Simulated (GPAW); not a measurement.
# Polarising Si/Hf(0001) with a field along the normal

The dipole of the cell at several fields, atoms fixed. What does the strongest field give, and what length does the slope stand for?

How it was computed: GPAW 26.7.0, plane waves (400 eV), PAW setups, PBE, 11×11 mesh, a dipole layer in the vacuum; geometry relaxed without an applied field with GPAW. The cell's area is 8.87 Å², and e/ε0 = 180.95 V Å.

Results, with one row withheld:

| field (V/Å) | dipole (e Å) |
| --- | --- |
| −0.2 | −0.1719 |
| −0.1 | −0.1047 |
| −0.05 | −0.0711 |
| 0.05 | −0.0038 |
| 0.1 | 0.0299 |
| 0.2 | 0.0973 |
| 0.3 | ? |

To predict: What is the dipole at 0.3 V/Å?

**Working.** A line through the 6 points has the slope α = 0.673 e Å per V/Å and the intercept p₀ = −0.0374 e Å (r.m.s. residual 6.2e−05). At 0.3 V/Å it gives p = −0.0374 + 0.673 × 0.3 = 0.1645 e Å; the run gives 0.1649 e Å, so the response stays linear to 0.2 % of the induced part. Dividing by ε0 and the area: α/(ε0 A) = 0.673 × 180.95 / 8.87 = 13.73 Å, against 9.84 Å between the outer nuclei.

Caveats: This is the electronic response alone; ions that move would add to it in polar layers. No run was spin-polarised, so magnetic states weren't tested. Spin-orbit coupling is left out, which matters for the heavier atoms here.
